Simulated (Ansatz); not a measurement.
## Phonons of H4C (I-43m) against volume

Wanted: mode Grüneisen parameters of H4C (I-43m).

Method: DFT LDA, scalar-relativistic, plane waves, PAW, in Ansatz 0.2.0.

**1. Set-up**

It takes space group I-43m (No. 217, cubic). Conventional cell: a = 4.252 Å, b = 4.252 Å, c = 4.252 Å, α = 90.00°, β = 90.00°, γ = 90.00°. Nearest to H lie 1 C at 1.10 Å. C has 4 H at 1.10 Å nearest. Farther neighbours are not listed.

**2. Phonons on a q mesh**

The cell comes from relaxations at this level that are not shown. Stability and thermal properties need the whole zone. Linear response on a 4×4×4 q mesh gives force constants as far as a supercell of that size would, and the tensors from the zone-centre run are typed in so that the long-range dipole term is interpolated apart.

Contents of input.yaml:

```yaml
crystal:
  lattice:
    - [-2.1259784733, 2.1259784733, 2.1259784733]
    - [2.1259784733, -2.1259784733, 2.1259784733]
    - [2.1259784733, 2.1259784733, -2.1259784733]
  atoms:
    - { symbol: H, position: [0.0, 0.0, 0.7012275935] }
    - { symbol: H, position: [0.7012275935, 0.0, 0.0] }
    - { symbol: H, position: [0.0, 0.7012275935, 0.0] }
    - { symbol: H, position: [0.2987724065, 0.2987724065, 0.2987724065] }
    - { symbol: C, position: [0.0, 0.0, 0.0] }
kpoints:
  mp_grid: { grid: [8, 8, 8] }
hamiltonian:
  xc: lda
scf:
  occupations: { method: fixed }
output:
  eigenvalues: true
phonons:
  method: dfpt
  qmesh: [4, 4, 4]
  temperatures: { t_max: 1000, t_step: 50 }
  qpath:
    path:
      - [[0.0, 0.0, 0.0], [0.5, -0.5, 0.5], [0.0, 0.0, 0.5], [0.0, 0.0, 0.0], [0.25, 0.25, 0.25], [0.5, -0.5, 0.5]]
      - [[0.25, 0.25, 0.25], [0.0, 0.0, 0.5]]
    npoints: 10
  non_analytic_term:
    high_frequency_dielectric_tensor: [[2.2037, 0.0, 0.0], [0.0, 2.2037, 0.0], [0.0, 0.0, 2.2037]]
    born_effective_charges:
      - { species: H, tensor: [[0.0662, -0.0363, 0.0363], [-0.0363, 0.0662, 0.0363], [0.0363, 0.0363, 0.0662]] }
      - { species: H, tensor: [[0.0662, 0.0363, 0.0363], [0.0363, 0.0662, -0.0363], [0.0363, -0.0363, 0.0662]] }
      - { species: H, tensor: [[0.0662, 0.0363, -0.0363], [0.0363, 0.0662, 0.0363], [-0.0363, 0.0363, 0.0662]] }
      - { species: H, tensor: [[0.0662, -0.0363, -0.0363], [-0.0363, 0.0662, -0.0363], [-0.0363, -0.0363, 0.0662]] }
      - { species: C, tensor: [[-0.2647, 0.0, 0.0], [0.0, -0.2647, 0.0], [0.0, 0.0, -0.2647]] }
    source: "zone-centre run at this cell"
```

Command:

```
$ ansatz run input.yaml --threads 4 --pin off --max-ram 7168MiB --backend cpu --events-out ev --progress --plain --runs-dir out
```

Numbers of over 12 decimals in the logs are rounded to 6 here.

What it wrote:

```text
Warning: phonons: the dynamical matrix that this run interpolates holds no multipole term above the dipole-dipole one, and a site of this crystal is no centre of inversion, so its interpolated transverse optical and acoustic branches and sound speeds can stay off near Gamma, and the density of states and the thermodynamics with them. What a run solves at a wave vector of phonons.qpoints, Gamma apart, where the deck admits one, is free of this, and under fd what a larger phonons.supercell samples
Engine: ansatz 0.2.0, aarch64-unknown-linux-gnu
Pseudopotentials: kind: paw
Pseudopotential: H, paw, valence charge 1, recommended cutoff 420 eV (normal), H.paw.azcp
Pseudopotential: C, paw, valence charge 4, recommended cutoff 420 eV (normal), C.paw.azcp
Functional definition: SPW92
  exchange = slater_x
  correlation = pw_c
Crystal: 5 atoms, lattice volume = 38.436 Å³
Basis set: ecut = 420 eV, 767 PW (Γ), exchange–correlation on 50×50×50 points (8 copies of the dense FFT grid, shifted against one another)
Bands: 9, of which v1, the nominal top of the filled ones, is band 4 counted from 1 (3 counted from 0)
Symmetry: 24 space group operations
k-points: 29 of 512 (time reversal used)
Non-local potential: H, projectors of the file, l = 0: 2, l = 1: 1
Non-local potential: C, projectors of the file, l = 0: 2, l = 1: 2, l = 2: 1
PAW form: soft (Blöchl's): semilocal exchange-correlation on the pseudo side does not see the compensation charge
PAW frozen core: C, regenerated for the run's functional, and the local potential with it (the file was generated under x = pbe(κ = 0.804, μ = 0.219515), c = pbe(β = 0.066725))
PAW one-centre angular grid: H, 110 points (default); XC on 64 Gauss nodes
PAW one-centre angular grid: C, 110 points (default); XC on 64 Gauss nodes
Initial density: superposition of atomic densities (neutral atoms: chi_scale 0, normalization atom), corrected by the library's trained network
Initial wavefunctions: pseudopotential atomic-orbital guess
Functional: x = slater, c = lda
SCF iter   1: F=—  HF=-306.403155 eV  |F-HF|=—  |Δ(HF+E_count)|=         —  Δρ=1.01e-2  dr2=1.91e-2  ethr=1.77e-3  ⟨swp⟩=3.7  Hψ=1337  notcnv=0  defer=65
preconditioner: auto → none  [insulator: Δε(μ)=7.526 eV  Ē_g=15.323 eV  n_scr=12 (ndim 8)  ℏωp=16.9 eV  f_vac=0.000  ε∞_Penn≈2.2]
SCF iter   2: F=—  HF=-306.397328 eV  |F-HF|=—  |Δ(HF+E_count)|=   5.83e-3  Δρ=3.69e-3  dr2=2.97e-3  ethr=2.39e-4  ⟨swp⟩=1.0  Hψ=493  notcnv=0  defer=65
SCF iter   3: F=—  HF=-306.396311 eV  |F-HF|=—  |Δ(HF+E_count)|=   1.02e-3  Δρ=1.04e-3  dr2=3.74e-4  ethr=3.72e-5  ⟨swp⟩=2.9  Hψ=405  notcnv=0  defer=81
SCF iter   4: F=—  HF=-306.396190 eV  |F-HF|=—  |Δ(HF+E_count)|=   1.21e-4  Δρ=1.62e-4  dr2=5.15e-6  ethr=4.68e-6  ⟨swp⟩=2.4  Hψ=384  notcnv=0  defer=77
SCF iter   5: F=—  HF=-306.396189 eV  |F-HF|=—  |Δ(HF+E_count)|=   6.59e-7  Δρ=8.77e-5  dr2=2.26e-6  ethr=6.44e-8  ⟨swp⟩=2.0  Hψ=346  notcnv=0  defer=30
SCF iter   6: F=—  HF=-306.396189 eV  |F-HF|=—  |Δ(HF+E_count)|=   5.27e-7  Δρ=2.25e-5  dr2=1.54e-7  ethr=2.82e-8  ⟨swp⟩=2.3  Hψ=349  notcnv=0  defer=29
SCF iter   7: F=—  HF=-306.396188 eV  |F-HF|=—  |Δ(HF+E_count)|=   4.45e-7  Δρ=3.15e-6  dr2=2.73e-9  ethr=1.92e-9  ⟨swp⟩=2.6  Hψ=340  notcnv=0  defer=30
SCF iter   8: F=-306.396188 eV  HF=-306.396188 eV  |F-HF|=3.52e-12  |Δ(HF+E_count)|=  6.91e-10  Δρ=2.11e-7  dr2=7.49e-12  ethr=1.00e-12  ⟨swp⟩=9.9  Hψ=1654  notcnv=0
SCF 1 converged in 8 iterations: F = -306.396188 eV  dr2 = 7.49e-12
  greatest PAW one-centre occupation: 0.653 electrons in one spin orbital (limit 2), on the C atom at site 4 (counted from 0), in its partial waves of l = 0
NSCF: frozen V_eff on 29 k-points
NSCF: frozen V_eff on 150 k-points
DFPT response loops at q = (0, 0, 0) (fractional): preconditioner auto → none (the input reference at scf.mixing.eps_inf says where Resta's filter doesn't serve); β = 0.50; Broyden in place of MSR1
NSCF: frozen V_eff on 1024 k-points
DFPT response loops at q = (0, 0, 0.25) (fractional): mixed as the last ones told, above
NSCF: frozen V_eff on 520 k-points
DFPT response loops at q = (0, 0, -0.5) (fractional): mixed as the last ones told, above
NSCF: frozen V_eff on 1024 k-points
DFPT response loops at q = (0, 0.25, 0.25) (fractional): mixed as the last ones told, above
NSCF: frozen V_eff on 576 k-points
DFPT response loops at q = (0.25, 0.25, 0.25) (fractional): mixed as the last ones told, above
NSCF: frozen V_eff on 1024 k-points
DFPT response loops at q = (0.25, 0.25, -0.25) (fractional): mixed as the last ones told, above
NSCF: frozen V_eff on 1024 k-points
DFPT response loops at q = (0.25, -0.5, -0.5) (fractional): mixed as the last ones told, above
NSCF: frozen V_eff on 300 k-points
DFPT response loops at q = (-0.5, -0.5, -0.5) (fractional): mixed as the last ones told, above
SCF converged after 8 iterations
Free energy (F): -306.396188 eV
Harris-Foulkes:  -306.396188 eV  (|F-HF|=3.52e-12)
Internal energy: -306.396188 eV  (E = F + TS)
E sigma→0 (E₀):  -306.396188 eV
Fermi energy:    -4.336834 eV
--- Per-component energies (eV) ---
  E_band       = -57.766331
  E_kinetic    = 145.172765
  E_local      = -284.853655  (includes V_loc(G=0)·N_el)
  E_nonlocal   = 34.880044
  E_hartree    = 81.051906
  E_xc         = -82.353702
  E_vxc        = -104.573169  (∫ρ·V_xc dr)
  E_paw        = -94.102016  (= ΣΔE_a)
  E_vpaw       = -10.490816  (= ΣTr[D̂ρ^β])
  E_aug_tail   = -0.005309  (compensation charges beyond the density's cutoff)
  E_ewald      = -106.249053
  E_core_change = 0.062833  (= ΣΔE_core)
  E_smearing   = -0.000000  (= −TS)
  E_closure    = -0.000000  (closes the sum)
  Σ components = -306.396188   (vs F -306.396188, Δ=0.00e0)
--- Band table (eV; the first three rows and the last of 29) ---
  k-point 0: bands = ["-13.6714", "-4.3368", "-4.3368", "-4.3368", "3.2477", "7.6512", "7.6512", "7.6512", "13.4335"]
  k-point 1: bands = ["-13.5626", "-4.6984", "-4.4585", "-4.3455", "3.6242", "7.2964", "7.5271", "8.1500", "11.7553"]
  k-point 2: bands = ["-13.2763", "-5.5155", "-4.7321", "-4.3682", "4.3527", "6.6327", "7.2333", "9.5034", "11.4462"]
  k-point 28: bands = ["-12.2003", "-5.9341", "-5.9341", "-5.9341", "5.3949", "5.3949", "10.6706", "10.6706", "10.6706"]
--- Phonons (Γ-DFPT): 2 representative perturbations + reference (Σ response iterations 7) ---
  ASR residual: 1.416e-4 → 0.000e0 eV/Å²; symmetrization residual: 3.736e-7 eV/Å²
  ASR residual per site (eV/Å²): 9.13e-5 9.13e-5 9.13e-5 9.13e-5 1.42e-4
  Γ frequencies (cm⁻¹): 0.00 0.00 0.00 208.81 208.81 208.81 1236.42 1236.42 1236.42 1435.68 1435.68 2918.43 3058.99 3058.99 3058.99
--- Phonons (arbitrary-q DFPT): 8 irreducible q on the 4×4×4 mesh ---
  q = [0.0000, 0.0000, 0.0000] (star 1, of the zone-centre solve; hermiticity 1.53e-8, symmetrization 1.53e-15): -0.00 -0.00 -0.00 208.81 208.81 208.81 1236.42 1236.42 1236.42 1435.68 1435.68 2918.43 3058.99 3058.99 3058.99
  q = [0.0000, 0.0000, 0.2500] (star 12, 8 solved perturbations in 2828 linear systems a pass and spin channel, the states on 512 of 512 k-point pairs; hermiticity 1.29e-8, symmetrization 3.02e-8): -14.34 85.95 117.59 180.26 188.92 199.99 1233.83 1244.68 1246.31 1445.19 1455.73 2925.25 3059.15 3060.91 3061.43
  q = [0.0000, 0.0000, -0.5000] (star 6, 6 solved perturbations in 1065 linear systems a pass and spin channel, the states on 260 of 512 k-point pairs; hermiticity 1.51e-8, symmetrization 3.52e-15): 11.79 124.42 140.89 164.09 167.31 191.80 1227.86 1247.42 1256.57 1454.40 1478.32 2932.00 3059.32 3063.11 3063.14
  q = [0.0000, 0.2500, 0.2500] (star 24, 9 solved perturbations in 3936 linear systems a pass and spin channel, the states on 512 of 512 k-point pairs; hermiticity 1.32e-8, symmetrization 4.70e-16): 67.38 117.35 149.60 151.89 169.61 183.72 1234.70 1241.23 1254.97 1460.82 1468.41 2933.11 3060.41 3061.20 3063.27
  q = [0.2500, 0.2500, 0.2500] (star 2, 2 solved perturbations in 375 linear systems a pass and spin channel, the states on 288 of 512 k-point pairs; hermiticity 1.56e-8, symmetrization 5.85e-15): 118.91 118.91 118.91 165.41 165.41 165.41 1248.54 1248.54 1248.54 1453.43 1453.43 2936.29 3061.44 3061.44 3061.44
  q = [0.2500, 0.2500, -0.2500] (star 6, 6 solved perturbations in 1864 linear systems a pass and spin channel, the states on 512 of 512 k-point pairs; hermiticity 1.32e-8, symmetrization 1.62e-9): 115.13 115.13 117.57 167.67 170.14 170.14 1237.12 1237.12 1237.78 1470.52 1480.00 2931.83 3060.97 3060.97 3061.85
  q = [0.2500, -0.5000, -0.5000] (star 12, 8 solved perturbations in 2828 linear systems a pass and spin channel, the states on 512 of 512 k-point pairs; hermiticity 1.24e-8, symmetrization 9.06e-10): 120.70 124.22 134.77 139.87 163.12 171.03 1228.02 1236.96 1243.00 1493.83 1502.21 2938.39 3061.36 3062.50 3062.98
  q = [-0.5000, -0.5000, -0.5000] (star 1, 2 solved perturbations in 209 linear systems a pass and spin channel, the states on 150 of 512 k-point pairs; hermiticity 1.07e-8, symmetrization 5.82e-15): 105.81 105.81 105.81 169.82 169.82 169.82 1230.35 1230.35 1230.35 1530.18 1530.18 2944.94 3062.76 3062.76 3062.76
  sum rule: each row above includes the acoustic sum rule's correction from the zone centre's row sums; it moved no ω² by more than (5.24 cm⁻¹)²
  mesh force constants: q→R imaginary residual 1.44e-18; ASR residual 1.416e-4 → 0.000e0 eV/Å²; symmetrization residual 2.132e-14 eV/Å²
  interpolated dispersion: 63 rows × 15 modes
  density of states and harmonic sums: on the 20×20×20 q-mesh, interpolated from the force constants of a 4×4×4 supercell (with the dipole–dipole term of supplied tensors)
  largest difference from the sums on the solved wave vectors: F 5.62e-2 eV, S 7.55e-5 and C_V 1.93e-5 eV/K
  zero-point energy: 1.215673 eV/cell   skipped modes (ω ≤ 0): 10, of them read as no rigid motion or as one in doubt: 7 (1.050e-2 modes/cell left out, lowest -14.63 cm⁻¹)   left out of the sums: 7.25e-4 of the cell's modes: C_V's classical limit lies that fraction below 3 k_B per atom; for a crystal, a wire or a layer, F and S can be off by more, and a phonons.interpolated_qmesh denser along its periods is the remedy for the sampling
```

Run time: 63 s. Hardware: 4 threads of Arm Neoverse V2, shared host; peak memory 0.62 GiB.

Reading the cycles: dr2 is the Hartree energy of the density residual (eV), the measure of convergence; HF is the Harris–Foulkes estimate of the energy, which meets the free energy F at convergence.

This step gave:

```yaml
gap_on_the_k_mesh: 7.585 eV
volume_per_atom: 7.687 Å³
sum_rule_residual_before_enforcement: 1.42e-4 eV/Å²
lowest_frequency_on_the_path: -14.63 cm⁻¹
point_group: -43m
highest_frequency_on_the_path_or_at_a_solved_wavevector: 3064 cm⁻¹
highest_optical_mode_at_the_zone_centre_no_lo_to_term: 3059 cm⁻¹
lowest_optical_zone_centre_mode: 208.8 cm⁻¹
lowest_mode_on_the_q_mesh_acoustic_modes_at_gamma_apart: -14.34 cm⁻¹
```

Frequencies (cm⁻¹) solved at each irreducible wavevector; negative means imaginary. Frequencies by wavevector, by row:

```tsv
q in reciprocal lattice units	star	mode 1	mode 2	mode 3	mode 4	mode 13	mode 14	mode 15
0 0 0	1	0	0	0	208.8	3059	3059	3059
0 0 0.25	12	-14.3	86	117.6	180.3	3059	3061	3061
0 0 -0.5	6	11.8	124.4	140.9	164.1	3059	3063	3063
0 0.25 0.25	24	67.4	117.3	149.6	151.9	3060	3061	3063
0.25 0.25 0.25	2	118.9	118.9	118.9	165.4	3061	3061	3061
0.25 0.25 -0.25	6	115.1	115.1	117.6	167.7	3061	3061	3062
0.25 -0.5 -0.5	12	120.7	124.2	134.8	139.9	3061	3062	3063
-0.5 -0.5 -0.5	1	105.8	105.8	105.8	169.8	3063	3063	3063
```

Symmetry leaves 8 wavevectors to solve. The lowest mode among them, the acoustic zeros apart, lies at q = (0, 0, 0.25) and is imaginary, 14.3i cm⁻¹, so the energy falls along it.

**3. Relaxing at another volume, volume ratio 0.97**

The volume is scaled by 0.97 and held, while shape and atoms relax as far as symmetry allows. The modes can then be followed against volume.

Contents of input.yaml:

```yaml
crystal:
  lattice:
    - [-2.104502475, 2.104502475, 2.104502475]
    - [2.104502475, -2.104502475, 2.104502475]
    - [2.104502475, 2.104502475, -2.104502475]
  atoms:
    - { symbol: H, position: [0.0, 0.0, 0.7012275935] }
    - { symbol: H, position: [0.7012275935, 0.0, 0.0] }
    - { symbol: H, position: [0.0, 0.7012275935, 0.0] }
    - { symbol: H, position: [0.2987724065, 0.2987724065, 0.2987724065] }
    - { symbol: C, position: [0.0, 0.0, 0.0] }
kpoints:
  mp_grid: { grid: [8, 8, 8] }
hamiltonian:
  xc: lda
scf:
  occupations: { method: fixed }
output:
  forces: true
  stress: true
  eigenvalues: true
relax:
  adjacent_minimum: "off"
  f_tol: 0.001
  max_steps: 60
```

What it wrote:

```text
[...]
--- Relaxed structure (5 steps of the walk, 5 accepted, 0 SCFs on fresh bases) ---
  F+E_penalty+E_count = -306.39521053 eV   max|allowed force component| = 2.941e-6 eV/Å
  atoms:
    - { symbol: H, position: [0.0, 0.0, 0.698232] }
    - { symbol: H, position: [0.698232, 0.0, 0.0] }
    - { symbol: H, position: [0.0, 0.698232, 0.0] }
    - { symbol: H, position: [0.301768, 0.301768, 0.301768] }
    - { symbol: C, position: [-1.316934447138662e-19, -1.3362537788815249e-19, -2.472874463086776e-19] }
[key lines of the parts left out:]
SCF converged after 3 iterations
Free energy (F): -306.395211 eV
Fermi energy:    -4.142943 eV
P = ⅓ Tr σ = 0.2638 GPa (2.638 kbar)
```

The job ended after 1.3 s (4 threads; peak memory 0.37 GiB; 4 s of CPU time).

Step by step:

```tsv
step	energy less that of the first step (eV)	largest force component (eV/Å)
1	0.0000	0.2056
2	-0.0070	0.0616
3	-0.0077	0.0011
4	-0.0077	0.0010
5	-0.0077	0.0000
```

Forces are held to the 24 operations that the run works with; a distortion that breaks them can't arise in this run.

The atoms that moved most (Å):

```tsv
atom	dx	dy	dz	length
H1	-0.006	-0.006	0.006	0.011
H2	0.006	-0.006	-0.006	0.011
H3	-0.006	0.006	-0.006	0.011
H4	0.006	0.006	0.006	0.011
```

Numbers from this step:

```
pressure           : 0.2638 GPa
gap on the k-mesh  : 7.641 eV
volume per atom    : 7.457 Å³
direct gap on mesh : 7.641 eV
```

[end of part 1 of 2]

[Logs are printed without paths, hosts, clocks, repeated set-up lines and the standing remarks that a program may print on its own settings, such as how far it seeks lower states.]

[Hosts, paths, dates, database ids (printed as entryN), source tags and the programs' standing remarks are cut or masked in the printed files.]
